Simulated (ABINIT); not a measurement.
# Beyond one shot: La2O3 (P-3m1)

How far does self-consistency move the gap of La2O3 (P-3m1)?

Main program and level: ABINIT 10.8.3; PBE and many-body steps on it, plane waves.

## 1. Set-up

Symmetry: P-3m1, No. 164, trigonal system. Conventional cell: a = 3.931 Å, b = 3.931 Å, c = 6.112 Å, α = 90.00°, β = 90.00°, γ = 120.00°. Nearest to La lie 7 O at 2.36 to 2.72 Å. O has 4 La at 2.36 to 2.44 Å nearest. Nearest to O lie 6 La at 2.72 Å. Farther neighbours and most contacts between anions are not listed.

The cell and positions are those that the Materials Project relaxed with its own functionals (PBE, PBE+U or r2SCAN), kept fixed. Spin-orbit coupling is left out unless a step names it.

## 2. Empty states on the mesh, 3×3×2 mesh, 129 bands

This step: ABINIT 10.8.3; DFT, PBE, plane waves, norm-conserving pseudopotentials.

The sums over transitions need many empty states on a uniform mesh; this step solves for them.

run.abi reads:

```
acell 3*1.0 Angstrom
rprim 
  3.930777878010 -0.000000000002 0.000000000000
  -1.965388939003 3.404153498992 0.000000000000
  0.000000000000 0.000000000000 6.111953520000
ntypat 2
znucl 57 8
natom 5
typat 1 1 2 2 2
xred 
  0.666666666667 0.333333333333 0.753764320000
  0.333333333333 0.666666666667 0.246235680000
  0.666666666667 0.333333333333 0.354109350000
  0.333333333333 0.666666666667 0.645890650000
  -0.000000000000 -0.000000000000 0.000000000000
pp_dirpath "pseudos"
pseudos "La.upf, O.upf"
ecut 50
ngkpt 3 3 2
nshiftk 1
shiftk 0 0 0
kptopt 1
chksymbreak 0
iscf -2
irdden 1
istwfk *1
nband 129
nbdbuf 10
tolwfr 1e-09
nstep 60
prtvol 0
indata_prefix "in"
outdata_prefix "out"
tmpdata_prefix "tmp"
```

Command:

```bash
> OMP_NUM_THREADS=1 mpirun -n 4 abinit run.abi > log
```

Numbers of over 12 decimals in the logs are rounded to 6 here.

Output:

```text
.Version 10.8.3 of ABINIT. v10.8.2 released Aug 2026.

 Symmetries : space group P-3 m 1 (#164); Bravais hP (primitive hexag.)
[... echo of the input left out ...]
== DATASET  1 ==================================================================
-   mpi_nproc: 4, omp_nthreads: 1 (-1 if OMP is not activated)

--- !DatasetInfo
iteration_state: {dtset: 1, }
dimensions: {natom: 5, nkpt: 6, mband: 129, nsppol: 1, nspinor: 1, nspden: 1, mpw: 9367, }
cutoff_energies: {ecut:  50.0, pawecutdg:  -1.0, }
[...]
2.00508    2.00508    2.01317    2.05804    2.15324    2.15324    2.17819    2.20177
   2.20177    2.23835    2.25836    2.25836    2.26137    2.27079    2.27079    2.30500
   2.36962
 prteigrs : prtvol=0 or 1, do not print more k-points.

== END DATASET(S) ==============================================================
================================================================================

 -outvars: echo values of variables after computation  --------
            nband         129
             nkpt           6
          spgroup         164
 [... the other variables as echoed above ...]

 Calculation completed.
```

The job ended after 84 s (4 MPI ranks of Arm Neoverse V1, shared host; peak memory 0.45 GiB; 5.6 min of CPU time).

Numbers from this step:

| Quantity | Value |
| --- | --- |
| gap | 3.940 eV |
| k of the valence top | 0.3333, 0, 0.5 |
| k of the conduction bottom | 0.3333, 0.3333, 0 |
| least direct gap | 3.982 eV |
| k points computed | 6 |
| lowest point of the top converged band, above the valence top | 52.1392 eV |

On this mesh the gap is 3.940 eV.

The density comes from a self-consistent run that is not shown.

## 3. Screening, 3×3×2 mesh, 119 bands, screening to 130.6 eV

The RPA dielectric matrix is built and inverted for each q.

This step: RPA screening on PBE, plane waves, norm-conserving pseudopotentials.

Changes to run.abi since step 2:

```diff
@@ -23,10 +23,11 @@
 chksymbreak 0
-iscf -2
-irdden 1
 istwfk *1
-nband 129
-nbdbuf 10
-tolwfr 1e-09
-nstep 60
-prtvol 0
+occopt 1
+irdwfk 1
+optdriver 3
+nband 119
+ecuteps 4.8
+inclvkb 2
+awtr 1
+symchi 1
 indata_prefix "in"
```

Output:

```text
.Version 10.8.3 of ABINIT. v10.8.2 released Aug 2026.

 Symmetries : space group P-3 m 1 (#164); Bravais hP (primitive hexag.)
[... echo of the input left out ...]
== DATASET  1 ==================================================================
-   mpi_nproc: 4, omp_nthreads: 1 (-1 if OMP is not activated)

--- !DatasetInfo
iteration_state: {dtset: 1, }
dimensions: {natom: 5, nkpt: 6, mband: 119, nsppol: 1, nspinor: 1, nspden: 1, mpw: 9367, }
cutoff_energies: {ecut:  50.0, pawecutdg:  -1.0, }
electrons: {nelect:   4.00000000E+01, charge:   0.00000000E+00, occopt:   1.00000000E+00, tsmear:   1.00000000E-02, }

 SCREENING: Calculation of the susceptibility and dielectric matrices

 Based on a program developped by R.W. Godby, V. Olevano, G. Onida, and L. Reining.
 Incorporated in ABINIT by V. Olevano, G.-M. Rignanese, and M. Torrent.
.Using double precision arithmetic ; gwpc =  8

[... cell and pseudopotentials left out ...]
--------------------------------------------------------------------------------

 ==== K-mesh for the wavefunctions ====
 Number of points in the irreducible wedge :     6
[... list of points left out ...]
 Together with 12 symmetry operations and time-reversal symmetry
 yields    18 points in the full Brillouin Zone.

 ==== Q-mesh for the screening function ====
 Number of points in the irreducible wedge :     6
[... list of points left out ...]
 Together with 12 symmetry operations and time-reversal symmetry
 yields    18 points in the full Brillouin Zone.

 setmesh: FFT mesh size selected  =    27x   27x   48
          total number of points  =        34992

 vcoul_init : cutoff-mode = AUXILIARY_FUNCTION
 q-points for optical limit:   1
     1)      0.000010    0.000020    0.000030

- screening: taking advantage of time-reversal symmetry
- Maximum band index for partially occupied states nbvw = 20
- Remaining bands to be divided among processors   nbcw = 99
- Number of bands treated by each node ~24

 Number of electrons calculated from density =   40.0000; Expected =   40.0000
 average of density, n =  0.072476
 r_s =    1.4879
 omega_plasma =   25.9689 [eV]

 calculating chi0 at frequencies [eV] :
  1    0.000000E+00    0.000000E+00
  2    0.000000E+00    2.596889E+01

--------------------------------------------------------------------------------
  q-point number  1        q = ( 0.000000, 0.000000, 0.000000) [r.l.u.]
--------------------------------------------------------------------------------
[... chi0 elements left out ...]
 For q-point:  0.000010 0.000020 0.000030
  dielectric constant =   4.5615
  dielectric constant without local fields =   4.9441

  Average fulfillment of the sum rule on Im[epsilon] for q-point    1 :     64.09  [%]
[... wings left out ...]
  q-point number  2        q = ( 0.333333, 0.000000, 0.000000) [r.l.u.]
--------------------------------------------------------------------------------
[... chi0 elements left out ...]
  Average fulfillment of the sum rule on Im[epsilon] for q-point    2 :     71.08  [%]

 [... 4 further q-points ...]
```

Elapsed: 49 s, on 4 MPI ranks; peak memory 1.4 GiB.

Numbers from this step:

| Quantity | Value |
| --- | --- |
| ε∞ with local fields, on this mesh, along the program's q direction | 4.561 |
| the same without local fields | 4.944 |
| plasma frequency | 25.97 eV |
| plane waves in the screening matrix | 287 |

Local fields lower ε∞ by 8 %. On a Γ-centred mesh this coarse the value itself is usually too large, while a short band sum pulls it down.

## 4. G0W0

The self-energy is evaluated for the states that the input lists, and the levels follow from it, in one-shot runs by the linearised quasiparticle equation.

This step: G0W0 on PBE, plane waves, norm-conserving pseudopotentials.

Changes to run.abi since step 3:

```diff
@@ -26,8 +26,19 @@
 irdwfk 1
-optdriver 3
+optdriver 4
 nband 119
+gwcalctyp 0
+ecutsigx 50
+symsigma 1
+nkptgw 3
+kptgw 
+  0.3333333333 0.0000000000 0.5000000000
+  0.3333333333 0.3333333333 0.0000000000
+  0.0000000000 0.0000000000 0.0000000000
+bdgw 
+  19 22
+  19 23
+  18 23
 ecuteps 4.8
-inclvkb 2
-awtr 1
-symchi 1
+irdscr 1
+ppmodel 1
 indata_prefix "in"
```

Output:

```text
.Version 10.8.3 of ABINIT. v10.8.2 released Aug 2026.

 Symmetries : space group P-3 m 1 (#164); Bravais hP (primitive hexag.)
[... echo of the input left out ...]
== DATASET  1 ==================================================================
-   mpi_nproc: 4, omp_nthreads: 1 (-1 if OMP is not activated)

--- !DatasetInfo
iteration_state: {dtset: 1, }
dimensions: {natom: 5, nkpt: 6, mband: 119, nsppol: 1, nspinor: 1, nspden: 1, mpw: 9367, }
cutoff_energies: {ecut:  50.0, pawecutdg:  -1.0, }
electrons: {nelect:   4.00000000E+01, charge:   0.00000000E+00, occopt:   1.00000000E+00, tsmear:   1.00000000E-02, }

 SIGMA: Calculation of the GW corrections

 Based on a program developped by R.W. Godby, V. Olevano, G. Onida, and L. Reining.
 Incorporated in ABINIT by V. Olevano, G.-M. Rignanese, and M. Torrent.
.Using double precision arithmetic ; gwpc =  8

[... cell and pseudopotentials left out ...]
--------------------------------------------------------------------------------

 ==== K-mesh for the wavefunctions ====
 Number of points in the irreducible wedge :     6
[... list of points left out ...]
 Together with 12 symmetry operations and time-reversal symmetry
 yields    18 points in the full Brillouin Zone.

 ==== Q-mesh for screening function ====
 Number of points in the irreducible wedge :     6
[... list of points left out ...]
 Together with 12 symmetry operations and time-reversal symmetry
 yields    18 points in the full Brillouin Zone.

 vcoul_init : cutoff-mode = AUXILIARY_FUNCTION
 q-points for optical limit:   1
     1)      0.000010    0.000020    0.000030
 setmesh: FFT mesh size selected  =    45x   45x   75
          total number of points  =       151875

 Number of electrons calculated from density =   40.0000; Expected =   40.0000
 average of density, n =  0.072476
 r_s =    1.4879
 omega_plasma =   25.9689 [eV]

 === KS Band Gaps ===
  >>>> For spin  1
   Minimum direct gap =   3.9821 [eV], located at k-point      :   0.3333  0.3333  0.0000
   Fundamental gap    =   3.9403 [eV], Top of valence bands at :   0.3333  0.0000  0.5000
                                       Bottom of conduction at :   0.3333  0.3333  0.0000
 SIGMA fundamental parameters:
 PLASMON POLE MODEL  1
 number of plane-waves for SigmaX                 9367
 number of plane-waves for SigmaC and W            287
 number of plane-waves for wavefunctions          9367
 number of bands                                   119
 number of independent spin polarizations            1
 number of spinorial components                      1
 number of k-points in IBZ                           6
 number of q-points in IBZ                           6
 number of symmetry operations                      12
 number of k-points in BZ                           18
 number of q-points in BZ                           18
 number of frequencies for dSigma/dE                 9
 frequency step for dSigma/dE [eV]                0.25
 number of omega for Sigma on real axis              0
 max omega for Sigma on real axis  [eV]           0.00
 zcut for avoiding poles [eV]                     0.10

 EPSILON^-1 parameters (SCR file):
 dimension of the eps^-1 matrix on file            287
 dimension of the eps^-1 matrix used               287
 number of plane-waves for wavefunctions          9367
 number of bands                                   119
 number of q-points in IBZ                           6
 number of frequencies                               2
 number of real frequencies                          1
 number of imag frequencies                          1

 matrix elements of self-energy operator (all in [eV])

 Perturbative Calculation

--- !SelfEnergy_ee
iteration_state: {dtset: 1, }
kpoint     : [   0.333,    0.000,    0.500, ]
spin       : 1
KS_gap     :    4.466
QP_gap     :    6.913
Delta_QP_KS:    2.447
data: !SigmaeeData |
     Band     E0 <VxcDFT>   SigX SigC(E0)      Z dSigC/dE  Sig(E)    E-E0       E
       19   5.682 -18.475 -23.105   4.574   0.781  -0.281 -18.519  -0.043   5.639
       20   5.935 -18.990 -23.520   4.528   0.780  -0.282 -18.992  -0.002   5.932
       21  10.400 -13.777  -5.562  -5.175   0.804  -0.244 -11.332   2.445  12.845
       22  10.762 -13.694  -5.101  -5.393   0.802  -0.247 -11.128   2.566  13.327

--- !SelfEnergy_ee
iteration_state: {dtset: 1, }
kpoint     : [   0.333,    0.333,    0.000, ]
spin       : 1
KS_gap     :    3.982
QP_gap     :    5.134
Delta_QP_KS:    1.152
data: !SigmaeeData |
     Band     E0 <VxcDFT>   SigX SigC(E0)      Z dSigC/dE  Sig(E)    E-E0       E
       19   5.221 -17.724 -22.695   4.673   0.814  -0.229 -17.967  -0.242   4.979
       20   5.893 -19.229 -23.698   4.461   0.783  -0.277 -19.235  -0.006   5.887
[...]
--- !SelfEnergy_ee
iteration_state: {dtset: 1, }
kpoint     : [   0.000,    0.000,    0.000, ]
spin       : 1
KS_gap     :    4.412
QP_gap     :    6.523
Delta_QP_KS:    2.111
data: !SigmaeeData |
     Band     E0 <VxcDFT>   SigX SigC(E0)      Z dSigC/dE  Sig(E)    E-E0       E
[...]
21  10.301 -11.820  -3.888  -5.296   0.814  -0.228  -9.674   2.146  12.447
       22  10.583 -12.686  -4.857  -5.262   0.811  -0.232 -10.603   2.083  12.666
       23  10.583 -12.686  -4.857  -5.262   0.811  -0.232 -10.603   2.083  12.666

== END DATASET(S) ==============================================================
================================================================================

 -outvars: echo values of variables after computation  --------
           etotal      0.0000000000E+00
            nband         119
             nkpt           6
          spgroup         164
 [... the other variables as echoed above ...]

 Calculation completed.
```

Run time: 20 s. Hardware: 4 MPI ranks; peak memory 1.1 GiB; 82 s of CPU time.

This step gave:

```yaml
g0w0_gap_on_the_points_computed: 5.09 eV
starting_gap_on_the_mesh: 3.940 eV
k_of_the_valence_top: 0.3333, 0, 0.5
k_of_the_conduction_bottom: 0.3333, 0.3333, 0
z_at_the_valence_top: 0.78
z_at_the_conduction_bottom: 0.827
least_direct_g0w0_gap_on_the_computed_points: 5.135 eV
```

The gap on the mesh goes from 3.94 eV to 5.09 eV, a correction of +1.15 eV.

## 5. evGW0, cycle 1

This step: evGW0 on PBE, plane waves, norm-conserving pseudopotentials.

Changes to run.abi since step 4:

```diff
@@ -28,14 +28,20 @@
 nband 119
-gwcalctyp 0
+gwcalctyp 10
 ecutsigx 50
 symsigma 1
-nkptgw 3
+nkptgw 6
 kptgw 
+  0.0000000000 0.0000000000 0.0000000000
+  0.3333333333 0.0000000000 0.0000000000
+  0.3333333333 0.3333333333 0.0000000000
+  0.0000000000 0.0000000000 0.5000000000
   0.3333333333 0.0000000000 0.5000000000
-  0.3333333333 0.3333333333 0.0000000000
-  0.0000000000 0.0000000000 0.0000000000
+  0.3333333333 0.3333333333 0.5000000000
 bdgw 
-  19 22
-  19 23
-  18 23
+  12 24
+  12 24
+  12 24
+  12 24
+  12 24
+  12 24
 ecuteps 4.8
```

Output:

```text
.Version 10.8.3 of ABINIT. v10.8.2 released Aug 2026.

 Symmetries : space group P-3 m 1 (#164); Bravais hP (primitive hexag.)
[... echo of the input left out ...]
== DATASET  1 ==================================================================
-   mpi_nproc: 4, omp_nthreads: 1 (-1 if OMP is not activated)

--- !DatasetInfo
iteration_state: {dtset: 1, }
dimensions: {natom: 5, nkpt: 6, mband: 119, nsppol: 1, nspinor: 1, nspden: 1, mpw: 9367, }
cutoff_energies: {ecut:  50.0, pawecutdg:  -1.0, }
electrons: {nelect:   4.00000000E+01, charge:   0.00000000E+00, occopt:   1.00000000E+00, tsmear:   1.00000000E-02, }

 SIGMA: Calculation of the GW corrections

 Based on a program developped by R.W. Godby, V. Olevano, G. Onida, and L. Reining.
 Incorporated in ABINIT by V. Olevano, G.-M. Rignanese, and M. Torrent.
.Using double precision arithmetic ; gwpc =  8

[... cell and pseudopotentials left out ...]
--------------------------------------------------------------------------------

 ==== K-mesh for the wavefunctions ====
 Number of points in the irreducible wedge :     6
[... list of points left out ...]
 Together with 12 symmetry operations and time-reversal symmetry
 yields    18 points in the full Brillouin Zone.

 ==== Q-mesh for screening function ====
 Number of points in the irreducible wedge :     6
[... list of points left out ...]
 Together with 12 symmetry operations and time-reversal symmetry
 yields    18 points in the full Brillouin Zone.

 vcoul_init : cutoff-mode = AUXILIARY_FUNCTION
 q-points for optical limit:   1
     1)      0.000010    0.000020    0.000030
 setmesh: FFT mesh size selected  =    45x   45x   75
          total number of points  =       151875

 Number of electrons calculated from density =   40.0000; Expected =   40.0000
[...]
KS_gap     :    4.466
QP_gap     :    6.913
Delta_QP_KS:    2.447
data: !SigmaeeData |
     Band     E_DFT   <VxcDFT>   E(N-1)  <Hhartree>   SigX  SigC[E(N-1)]    Z     dSigC/dE  Sig[E(N)]  DeltaE  E(N)_pert E(N)_diago
[...]
--- !SelfEnergy_ee
iteration_state: {dtset: 1, }
kpoint     : [   0.333,    0.333,    0.500, ]
spin       : 1
KS_gap     :    4.480
QP_gap     :    6.335
Delta_QP_KS:    1.855
data: !SigmaeeData |
     Band     E_DFT   <VxcDFT>   E(N-1)  <Hhartree>   SigX  SigC[E(N-1)]    Z     dSigC/dE  Sig[E(N)]  DeltaE  E(N)_pert E(N)_diago
[...]
23    10.886   -15.126    10.886    26.012    -4.430    -6.313     0.787    -0.271   -11.677     3.449    14.335    15.269
       24    10.886   -15.126    10.886    26.012    -4.430    -6.313     0.787    -0.271   -11.677     3.449    14.335    15.270

 New Fermi energy :        3.143710E-01 Ha ,    8.554471E+00 eV

 === QP Band Gaps ===
  >>>> For spin  1
   Minimum direct gap =   5.3748 [eV], located at k-point      :   0.3333  0.3333  0.0000
   Fundamental gap    =   5.3269 [eV], Top of valence bands at :   0.0000  0.0000  0.0000
                                       Bottom of conduction at :   0.3333  0.3333  0.0000

 writing QP data on file : out_QPS

 Convergence of QP corrections
 >>>>> For spin  1 <<<<<
.  kptgw no:  1; Maximum DeltaE = (   0.000   0.000) for band index: 10
.  kptgw no:  2; Maximum DeltaE = (  -0.321  -0.001) for band index: 13
.  kptgw no:  3; Maximum DeltaE = (  -0.239  -0.014) for band index: 13
.  kptgw no:  4; Maximum DeltaE = (   2.745  -0.000) for band index: 10
.  kptgw no:  5; Maximum DeltaE = (  -0.418  -0.009) for band index: 13
.  kptgw no:  6; Maximum DeltaE = (  -0.465  -0.000) for band index: 12

== END DATASET(S) ==============================================================
================================================================================

 -outvars: echo values of variables after computation  --------
           etotal      0.0000000000E+00
            nband         119
             nkpt           6
          spgroup         164
 [... the other variables as echoed above ...]

 Calculation completed.
```

Elapsed: 96 s, on 4 MPI ranks; peak memory 1.7 GiB; 6.4 min of CPU time.

Numbers from this step:

| Item | Value |
| --- | --- |
| quasiparticle gap on the mesh | 5.326 eV |
| gap of the density functional on the mesh | 3.940 eV |
| k of the valence top | 0, 0, 0 |
| k of the conduction bottom | 0.3333, 0.3333, 0 |
| Z at the valence top | 0.782 |
| Z at the conduction bottom | 0.827 |
| least direct quasiparticle gap on the computed points | 5.374 eV |

Against G0W0 in ABINIT (3×3×2 mesh, 119 bands, screening to 130.6 eV, Godby-Needs plasmon pole), the gap moves by +0.236 eV. This first cycle still uses the starting levels; it takes the full correction, at all points of the mesh, and its linearised value is 5.090 eV.

## 6. evGW0, cycle 2

The corrected levels of the last cycle go back in.

Changes to run.abi since step 5:

```diff
@@ -49,2 +49,3 @@
 ppmodel 1
+irdqps 1
 indata_prefix "in"
```

Output:

```text
.Version 10.8.3 of ABINIT. v10.8.2 released Aug 2026.

 Symmetries : space group P-3 m 1 (#164); Bravais hP (primitive hexag.)
[... echo of the input left out ...]
== DATASET  1 ==================================================================
-   mpi_nproc: 4, omp_nthreads: 1 (-1 if OMP is not activated)

--- !DatasetInfo
iteration_state: {dtset: 1, }
dimensions: {natom: 5, nkpt: 6, mband: 119, nsppol: 1, nspinor: 1, nspden: 1, mpw: 9367, }
cutoff_energies: {ecut:  50.0, pawecutdg:  -1.0, }
[...]
.  kptgw no:  4; Maximum DeltaE = (   0.093  -0.006) for band index: 13
.  kptgw no:  5; Maximum DeltaE = (   0.102  -0.009) for band index: 13
.  kptgw no:  6; Maximum DeltaE = (   0.138  -0.042) for band index: 12

== END DATASET(S) ==============================================================
================================================================================

 -outvars: echo values of variables after computation  --------
           etotal      0.0000000000E+00
            nband         119
             nkpt           6
          spgroup         164
 [... the other variables as echoed above ...]

 Calculation completed.
```

Elapsed: 96 s, on 4 MPI ranks; peak memory 1.7 GiB; 6.4 min of CPU time.

Numbers from this step:

| Item | Value |
| --- | --- |
| quasiparticle gap on the mesh | 5.245 eV |
| gap of the density functional on the mesh | 3.940 eV |
| k of the valence top | 0.3333, 0, 0.5 |
| k of the conduction bottom | 0.3333, 0.3333, 0 |
| least direct quasiparticle gap on the computed points | 5.296 eV |

Against the cycle before, the gap moves by −0.081 eV.

(Continued in part 2 of 3.)

[Paths, hosts, dates, memory and timing lines, banners, echoed tables and standing remarks are left out of the program output.]

[Logs are printed without paths, hosts, clocks, repeated set-up lines and the standing remarks that a program may print on its own settings, such as how far it seeks lower states.]

[Runs of the session that timed out or met a known fault of the program may be left out.]

[Hosts, paths, dates, database ids (printed as entryN), source tags and the programs' standing remarks are cut or masked in the printed files.]

[G0W0 gaps are taken among the corrected bands and points alone; a level outside them can change the order at an edge.]

[Where Ansatz stands beside ABINIT at settings called matched, ABINIT's density can come from a denser mesh and the files from another edition; pairs whose starting gaps differed by over 0.03 eV were left out, so agreement reads better than it is.]
